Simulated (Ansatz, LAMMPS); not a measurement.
## Structural relaxation of aqueous Li+ and OH-, 4.1 mol of salt per kg of water, from a frame at 300 K (87 atoms)

How does aqueous Li+ and OH-, 4.1 mol of salt per kg of water, from a frame at 300 K (87 atoms) relax, and what do bonds, charges and levels look like afterwards?

Main program and level: Ansatz 0.2.0; Kohn-Sham DFT, PBEsol, PAW (set soft_2), plane waves.

## 1. Set-up

The cell holds 87 atoms: 29 O, 56 H and 2 Li. Its edges and angles: a = 9.283 Å, b = 9.283 Å, c = 9.283 Å, α = 90.0°, β = 90.0°, γ = 90.0°. 27 H2O, 2 Li+, 2 OH- placed at random, at 1.11 g/cm³; overlaps pushed apart, then 10 ps at 420 K with Joung-Cheatham ions (J. Phys. Chem. B 112, 9020 (2008)); MMFF94 bonds, angles, torsions, charges and radii (Halgren, J. Comput. Chem. 17, 490 (1996)) in harmonic and 12-6 forms; SPC/E water (Berendsen, Grigera and Straatsma, J. Phys. Chem. 91, 6269 (1987)); charges of ions scaled by 0.85. Snapshot after 20 ps at 300 K and fixed volume.

Limits known from the start: The network of contacts between molecules at the start is that of the classical potential that made the cell. The functional has no dispersion term, which matters for the binding between molecules or layers. The density was typed from a rule of thumb and may lie off the real one at this temperature. Sampling is at Γ alone, for a cell whose shortest periodic width is 9 Å.

## 2. Making the structure

A classical potential supplies the starting structure, since it reaches far longer times than DFT.

This step: classical MD, Joung-Cheatham ions (J. Phys. Chem. B 112, 9020 (2008)); MMFF94 bonds, angles, torsions, charges and radii (Halgren, J. Comput. Chem. 17, 490 (1996)) in harmonic and 12-6 forms; SPC/E water (Berendsen, Grigera and Straatsma, J. Phys. Chem. 91, 6269 (1987)); charges of ions scaled by 0.85 (LAMMPS 22 Jul 2025 - Update 4).

Input file in.lmp:

```
# aqueous Li+ and OH-, 4.1 mol of salt per kg of water
units real
atom_style full
boundary p p p
bond_style harmonic
angle_style harmonic
dihedral_style opls
improper_style harmonic
special_bonds lj 0 0 0.5 coul 0 0 0.75
read_data data.lmp
neigh_modify delay 0 every 1 check yes one 4000
comm_modify cutoff 12.0
timestep 0.5
thermo_style custom step time temp pe press density
thermo_modify norm yes
# push overlapping molecules apart
pair_style soft 2.6
pair_coeff * * 0.0
variable a equal ramp(1,60)
fix ad all adapt 1 pair soft a * * v_a
velocity all create 420 257261 mom yes dist gaussian
fix lim all nve/limit 0.03
fix lan all langevin 420 420 50 257262 zero yes
thermo 1000
run 3000 post no
unfix ad
pair_style lj/cut/coul/long 8.4
pair_modify mix arithmetic tail yes
pair_coeff 1 1 0.1553 3.1660   # O
pair_coeff 2 2 0.0000 1.0000   # H
pair_coeff 3 3 0.0763 3.6820   # O
pair_coeff 4 4 0.0100 1.2000   # H
pair_coeff 5 5 0.3367 1.4094   # Li
kspace_style pppm 1.0e-4
# [... 18 lines left out ...]
compute msd all msd com yes
thermo 5000
fix md all nvt temp 300 300 100
run 20000 post no
print "== T300: mean square displacement over the hold $(c_msd[4]:%.2f) A^2"
unfix md
uncompute msd
write_dump all custom T300.dump id type xs ys zs modify sort id
```

The run is started by

```bash
$ lmp -in in.lmp -log none -nocite
```

Numbers of over 12 decimals in the logs are rounded to 6 here.

Log:

```text
LAMMPS (22 Jul 2025 - Update 4)
Reading data file ...
  orthogonal box = (0 0 0) to (9.28326 9.28326 9.28326)
  87 atoms
  orthogonal box = (0 0 0) to (9.28326 9.28326 9.28326)
  56 bonds
  27 angles
   Step          Time           Temp          PotEng         Press         Density
         0   0              420            0.32308692     12178.431      1.1090008
      1000   500            367.16584      1.1981533      52432.796      1.1090008
      2000   1000           385.03901      1.0346874      64218.198      1.1090008
      3000   1500           428.05965      0.94988853     72909.584      1.1090008
[... 29 lines left out ...]
Loop time of 3.23885 s on 1 MPI rank(s) for 10000 steps with 87 atoms
   Step          Time           Temp          PotEng         Press         Density
[... 4 lines left out ...]
Loop time of 1.62179 s on 1 MPI rank(s) for 5000 steps with 87 atoms
   Step          Time           Temp          PotEng         Press         Density
[... 2 lines left out ...]
     25000   24000          295.68141     -7.3927069      1556.2481      1.1090008
     30000   29000          342.77441     -7.5160431      3403.259       1.1090008
     35000   34000          285.92358     -7.512362       1961.4721      1.1090008
     37000   36000          301.22225     -7.5356184      4270.4092      1.1090008
Loop time of 6.38534 s on 1 MPI rank(s) for 20000 steps with 87 atoms
== T300: mean square displacement over the hold 11.48 A^2
```

Run time: 12 s. Hardware: 1 thread of Arm Neoverse V2, shared host; peak memory 0.12 GiB.

The input also reads data.lmp (atoms, bonds and types; not printed here).

## 3. Single point at the start

The forces at the start show how far the geometry lies from a minimum of this functional.

Input file input.yaml:

```yaml
crystal:
  lattice:
    - [9.28326, 0.0, 0.0]
    - [0.0, 9.28326, 0.0]
    - [0.0, 0.0, 9.28326]
  atoms:
    - { symbol: O, position: [0.83765, 0.08437, 0.73853] }
    - { symbol: H, position: [0.75413, 0.02744, 0.70128] }
    - { symbol: H, position: [0.89422, 0.12356, 0.65566] }
    - { symbol: O, position: [0.76584, 0.45666, 0.57292] }
    - { symbol: H, position: [0.66058, 0.4338, 0.57455] }
    - { symbol: H, position: [0.80606, 0.43367, 0.47567] }
    - { symbol: O, position: [0.79447, 0.6801, 0.24829] }
    - { symbol: H, position: [0.84055, 0.66756, 0.15173] }
    - { symbol: H, position: [0.82648, 0.60089, 0.31391] }
    - { symbol: O, position: [0.02786, 0.0955, 0.95688] }
    - { symbol: H, position: [0.95371, 0.10165, 0.87899] }
    - { symbol: H, position: [0.99399, 0.02769, 0.03342] }
    - { symbol: O, position: [0.92539, 0.66631, 0.95276] }
    - { symbol: H, position: [0.02705, 0.68951, 0.92572] }
    - { symbol: H, position: [0.85958, 0.69387, 0.87205] }
    - { symbol: O, position: [0.27548, 0.03404, 0.70433] }
    - { symbol: H, position: [0.3758, 0.99631, 0.69355] }
    - { symbol: H, position: [0.20793, 0.97352, 0.64621] }
    - { symbol: O, position: [0.93257, 0.95426, 0.21055] }
    - { symbol: H, position: [0.92113, 0.02749, 0.28872] }
    - { symbol: H, position: [0.92949, 0.85541, 0.25323] }
    - { symbol: O, position: [0.07304, 0.41655, 0.66805] }
    - { symbol: H, position: [0.9671, 0.43314, 0.67835] }
    - { symbol: H, position: [0.09028, 0.31755, 0.62924] }
    - { symbol: O, position: [0.4426, 0.3857, 0.56769] }
    - { symbol: H, position: [0.46541, 0.3797, 0.6728] }
    - { symbol: H, position: [0.46071, 0.29008, 0.52151] }
    - { symbol: O, position: [0.03856, 0.85938, 0.59358] }
    - { symbol: H, position: [0.00698, 0.94784, 0.54083] }
    - { symbol: H, position: [0.95344, 0.8137, 0.64124] }
    - { symbol: O, position: [0.75708, 0.31171, 0.9169] }
    - { symbol: H, position: [0.79002, 0.23521, 0.84858] }
    - { symbol: H, position: [0.82964, 0.32313, 0.9957] }
    - { symbol: O, position: [0.2352, 0.62068, 0.58618] }
    - { symbol: H, position: [0.17344, 0.70563, 0.61011] }
    - { symbol: H, position: [0.18725, 0.53058, 0.62065] }
    - { symbol: O, position: [0.24258, 0.13065, 0.30891] }
    - { symbol: H, position: [0.16206, 0.15951, 0.3744] }
    - { symbol: H, position: [0.33633, 0.13951, 0.36121] }
    - { symbol: O, position: [0.97771, 0.39258, 0.0692] }
    - { symbol: H, position: [0.989, 0.48606, 0.01687] }
    - { symbol: H, position: [0.06331, 0.33009, 0.04995] }
    - { symbol: O, position: [0.26863, 0.45632, 0.29653] }
    - { symbol: H, position: [0.29188, 0.35217, 0.31125] }
    - { symbol: H, position: [0.20275, 0.46679, 0.21195] }
    - { symbol: O, position: [0.25062, 0.32261, 0.93274] }
    - { symbol: H, position: [0.18608, 0.3808, 0.86908] }
    - { symbol: H, position: [0.35134, 0.36014, 0.92567] }
    - { symbol: O, position: [0.63895, 0.22075, 0.19664] }
    - { symbol: H, position: [0.63206, 0.25753, 0.09563] }
    - { symbol: H, position: [0.71798, 0.27252, 0.24839] }
    - { symbol: O, position: [0.12771, 0.75246, 0.31283] }
    - { symbol: H, position: [0.11552, 0.85901, 0.32302] }
    - { symbol: H, position: [0.12312, 0.70634, 0.41007] }
    - { symbol: O, position: [0.35502, 0.00425, 0.03701] }
    - { symbol: H, position: [0.33294, 0.03305, 0.13843] }
    - { symbol: H, position: [0.45391, 0.96178, 0.03246] }
    - { symbol: O, position: [0.50465, 0.13564, 0.43892] }
    - { symbol: H, position: [0.54825, 0.1338, 0.34044] }
    - { symbol: H, position: [0.52658, 0.04317, 0.48964] }
    - { symbol: O, position: [0.49621, 0.71182, 0.9215] }
    - { symbol: H, position: [0.47772, 0.78317, 0.84294] }
    - { symbol: H, position: [0.59682, 0.72391, 0.95803] }
    - { symbol: O, position: [0.53524, 0.72365, 0.45823] }
    - { symbol: H, position: [0.52325, 0.80234, 0.53082] }
    - { symbol: H, position: [0.61498, 0.74916, 0.39046] }
    - { symbol: O, position: [0.64524, 0.93393, 0.04274] }
    - { symbol: H, position: [0.72799, 0.94603, 0.11064] }
    - { symbol: H, position: [0.68155, 0.93502, 0.94133] }
    - { symbol: O, position: [0.88386, 0.38639, 0.33006] }
    - { symbol: H, position: [0.92676, 0.38951, 0.23129] }
    - { symbol: H, position: [0.92488, 0.3029, 0.38439] }
    - { symbol: O, position: [0.76814, 0.72188, 0.72411] }
    - { symbol: H, position: [0.78021, 0.62172, 0.68634] }
    - { symbol: H, position: [0.6723, 0.76045, 0.6936] }
    - { symbol: O, position: [0.21258, 0.64638, 0.04089] }
    - { symbol: H, position: [0.31467, 0.679, 0.03002] }
    - { symbol: H, position: [0.17643, 0.67353, 0.13866] }
    - { symbol: O, position: [0.51129, 0.4314, 0.84151] }
    - { symbol: H, position: [0.48967, 0.52677, 0.88669] }
    - { symbol: H, position: [0.60409, 0.39329, 0.88075] }
    - { symbol: O, position: [0.54837, 0.93426, 0.68035] }
    - { symbol: H, position: [0.55683, 0.02532, 0.72642] }
    - { symbol: O, position: [0.99925, 0.15371, 0.48745] }
    - { symbol: H, position: [0.0701, 0.14622, 0.56752] }
    - { symbol: Li, position: [0.38167, 0.56593, 0.45126] }
    - { symbol: Li, position: [0.23772, 0.11055, 0.90606] }
kpoints:
  mp_grid: { grid: [1, 1, 1] }
hamiltonian:
  xc: pbesol
scf:
  occupations: { method: gaussian, width: 0.025 }
output:
  forces: true
  stress: true
  populations: true
  dos:
    method: { smearing: { sigma: 0.1 } }
    de: 0.1
    projected: { site_lists: { H: [H], Li: [Li], O: [O] } }
  eigenvalues: true
```

The run is started by

```bash
$ ansatz run input.yaml --threads 4 --pin off --max-ram 8192MiB --backend cpu --events-out ev --progress --plain --runs-dir out
```

Log:

```text
Engine: ansatz 0.2.0, aarch64-unknown-linux-gnu
Pseudopotentials: kind: paw
Pseudopotential: O, paw, valence charge 6, recommended cutoff 420 eV (normal), O.paw.azcp
Pseudopotential: H, paw, valence charge 1, recommended cutoff 420 eV (normal), H.paw.azcp
Pseudopotential: Li, paw, valence charge 3, recommended cutoff 420 eV (normal), Li.paw.azcp
[... 3 lines on functional and potentials left out ...]
Crystal: 87 atoms, lattice volume = 800.021 Å³
Basis set: ecut = 420 eV, 15515 PW (Γ), exchange–correlation on 128×128×128 points (8 copies of the dense FFT grid, shifted against one another)
Bands: 205, of which v1, the nominal top of the filled ones, is band 118 counted from 1 (117 counted from 0)
Symmetry: 1 space group operations
Space group: P1 (ITA 1), of the structure as read, at distance tolerance 9.3e-5 Å
k-points: 1
[... 8 lines on functional and potentials left out ...]
Initial density: superposition of atomic densities (neutral atoms: chi_scale 0, normalization atom), corrected by the library's trained network
Initial wavefunctions: pseudopotential atomic-orbital guess
Functional: x = pbesol(κ = 0.804, μ = 0.123457), c = pbesol(β = 0.046)
SCF iter   1: F=—  HF=-17562.906380 eV  |F-HF|=—  |Δ(HF+E_count)|=         —  Δρ=6.52e-3  dr2=2.63e-1  ethr=1.77e-3  ⟨swp⟩=6.0  Hψ=952  notcnv=0  defer=36
preconditioner: auto → Resta (q_TF=auto, 2.226 Å⁻¹)  ε∞=2.3  [insulator: Δε(μ)=3.946 eV  Ē_g=17.689 eV  σ=0.025 eV  W_gap=1.00  n_scr=146 (ndim 8)  ℏωp=20.0 eV  f_vac=0.220  D(μ)=0.00/eV (n_scr^D=0)  ε∞_Penn≈2.3]
SCF iter   2: F=—  HF=-17562.820778 eV  |F-HF|=—  |Δ(HF+E_count)|=   8.56e-2  Δρ=2.43e-3  dr2=3.38e-2  ethr=1.11e-4  ⟨swp⟩=2.0  Hψ=331  notcnv=0  defer=80
SCF iter   3: F=—  HF=-17562.811435 eV  |F-HF|=—  |Δ(HF+E_count)|=   9.34e-3  Δρ=1.09e-3  dr2=9.31e-3  ethr=1.43e-5  ⟨swp⟩=2.0  Hψ=221  notcnv=0  defer=80
SCF iter   4: F=—  HF=-17562.810964 eV  |F-HF|=—  |Δ(HF+E_count)|=   4.71e-4  Δρ=4.48e-4  dr2=1.40e-3  ethr=3.94e-6  ⟨swp⟩=2.0  Hψ=249  notcnv=0  defer=80
SCF iter   5: F=—  HF=-17562.810826 eV  |F-HF|=—  |Δ(HF+E_count)|=   1.38e-4  Δρ=1.60e-4  dr2=1.87e-4  ethr=5.94e-7  ⟨swp⟩=3.0  Hψ=215  notcnv=0  defer=80
SCF iter   6: F=—  HF=-17562.810927 eV  |F-HF|=—  |Δ(HF+E_count)|=   1.01e-4  Δρ=6.31e-5  dr2=2.73e-5  ethr=7.93e-8  ⟨swp⟩=2.0  Hψ=213  notcnv=0  defer=80
SCF iter   7: F=—  HF=-17562.812032 eV  |F-HF|=—  |Δ(HF+E_count)|=   1.11e-3  Δρ=1.89e-5  dr2=2.47e-6  ethr=1.16e-8  ⟨swp⟩=2.0  Hψ=322  notcnv=0  defer=80
SCF iter   8: F=—  HF=-17562.812035 eV  |F-HF|=—  |Δ(HF+E_count)|=   2.34e-6  Δρ=6.64e-6  dr2=3.31e-7  ethr=1.05e-9  ⟨swp⟩=2.0  Hψ=214  notcnv=0  defer=80
SCF iter   9: F=—  HF=-17562.812035 eV  |F-HF|=—  |Δ(HF+E_count)|=   6.22e-7  Δρ=5.72e-6  dr2=2.14e-7  ethr=4.24e-11  ⟨swp⟩=14.0  Hψ=1298  notcnv=0
SCF iter  10: F=-17562.812035 eV  HF=-17562.812035 eV  |F-HF|=1.53e-8  |Δ(HF+E_count)|=   9.49e-9  Δρ=9.79e-7  dr2=8.40e-9  ethr=4.24e-11  ⟨swp⟩=3.0  Hψ=567  notcnv=0
SCF 1 converged in 10 iterations: F = -17562.812035 eV  dr2 = 8.40e-9
  greatest PAW one-centre occupation: 1.000 electrons in one spin orbital (limit 2), on the Li atom at site 86 (counted from 0), in its partial waves of l = 0
SCF converged after 10 iterations
Free energy (F): -17562.812035 eV
Harris-Foulkes:  -17562.812035 eV  (|F-HF|=1.53e-8)
Internal energy: -17562.812035 eV  (E = F + TS)
E sigma→0 (E₀):  -17562.812035 eV
Fermi energy:    0.202612 eV
--- Per-component energies (eV) ---
  E_band       = -2269.216780
  E_kinetic    = 5851.337562
  E_local      = -17448.502908  (includes V_loc(G=0)·N_el)
  E_nonlocal   = 1431.045727
  E_hartree    = 6172.205784
  E_xc         = -2594.496699
  E_vxc        = -3335.293376  (∫ρ·V_xc dr)
  E_paw        = -4501.075288  (= ΣΔE_a)
  E_vpaw       = -1112.224415  (= ΣTr[D̂ρ^β])
  E_aug_tail   = 0.008645  (compensation charges beyond the density's cutoff)
  E_ewald      = -6474.358208
  E_core_change = 1.023349  (= ΣΔE_core)
  E_smearing   = -0.000000  (= −TS)
  E_closure    = 0.000000  (closes the sum)
  Σ components = -17562.812035   (vs F -17562.812035, Δ=0.00e0)
--- Forces (eV/Å), atoms counted from 1 ---
  atom   1  O     -0.45269042     0.18559424     0.10648071
  atom   2  H      0.50668504     0.20522591    -0.02126717
  atom   3  H     -0.42536536    -0.21149205    -0.69563391
  atom   4  O     -0.31967256     0.10894954     0.57449868
  atom   5  H      0.67350224     0.12972974    -0.22760103
  atom   6  H     -0.41637892     0.21526698     0.18843988
  atom   7  O      0.27313724    -0.26933090     0.24213854
  atom   8  H     -0.16689821    -0.13418399     0.63593602
  atom   9  H     -0.05534492     0.53144116    -1.00162946
  atom  10  O     -0.00033275    -0.03912179     0.09592020
  atom  11  H      0.27591984    -0.68650530     0.60675714
  atom  12  H      0.08026871     0.41247728    -0.39244158
  atom  13  O      0.77240817    -0.18851857     0.13183833
  atom  14  H     -0.62443285     0.02497717     0.51978310
[...]
atom  86  Li     0.01321315    -0.01466545     0.05808113
  atom  87  Li    -0.21468116    -0.21354106    -0.07537214
  max |Σ_I F_I| component: 1.04e-5 eV/Å
--- Stress (GPa, compression-positive) ---
       -2.802582       0.419198      -0.184653
        0.419198      -2.101730       0.593216
       -0.184653       0.593217      -3.062117
  P = ⅓ Tr σ = -2.6555 GPa (-26.555 kbar)
--- Band table (eV) ---
  k-point 0: bands = ["-43.5257", "-43.1281", "-21.3855", "-21.1233", [... 189 levels ...], "11.2214", "11.2968", "11.4056", "11.4487", "11.4955", "11.6017", "11.6948", "11.7281", "11.8456", "11.9140", "12.0032", "12.0857"]
--- Löwdin populations: 87 sites ---
  site symbol       q [e]
     0      O      6.6675
     1      H      0.6143
     2      H      0.6272
[...]
86     Li      2.2255
  spilling = 0.010492 (of n_electrons = 236.000000)
```

Wall time 4.8 s (4 threads of Arm Neoverse V2, shared host); peak memory 0.81 GiB.

Numbers from this run:

- free energy: -17562.8120 eV
- free energy per atom: -201.8714 eV/atom
- SCF cycles: 10
- pressure: -2.655 GPa
- r.m.s. force component: 0.443 eV/Å
- longest force: 1.304 eV/Å
- Fermi energy: 0.2026 eV
- gap (highest filled to lowest empty level): 4.111 eV
- spilling of the projection: 0.01049

The r.m.s. force component of 0.44 eV/Å and the pressure of -2.7 GPa set the starting point.

Neighbours are counted within 1.21 Å (H-O), 2.48 Å (O-Li).

Length of the force by element and coordination:

| element | coordination | atoms | mean length of the force (eV/Å) | spread | least | most |
| --- | --- | --- | --- | --- | --- | --- |
| H | all | 56 | 0.748 | 0.291 | 0.128 | 1.29 |
| Li | all | 2 | 0.187 | 0.125 | 0.0613 | 0.312 |
| O | all | 29 | 0.654 | 0.302 | 0.104 | 1.30 |
| O | 1 | 2 | 1.20 | 0.102 | 1.1 | 1.30 |
| O | 2 | 19 | 0.619 | 0.263 | 0.128 | 1.17 |
| O | 3 | 8 | 0.601 | 0.288 | 0.104 | 1.06 |

[end of part 1 of 3]

[Logs are printed without paths, hosts, clocks, repeated set-up lines and the standing remarks that a program may print on its own settings, such as how far it seeks lower states.]

[Hosts, paths, dates, database ids (printed as entryN), source tags and the programs' standing remarks are cut or masked in the printed files.]

[The MMFF94 radii named for the starting cell were scaled by 0.96; in molecules described by MMFF94, hydrogen bound to N, O or S took a small fixed 12-6 site in their place.]
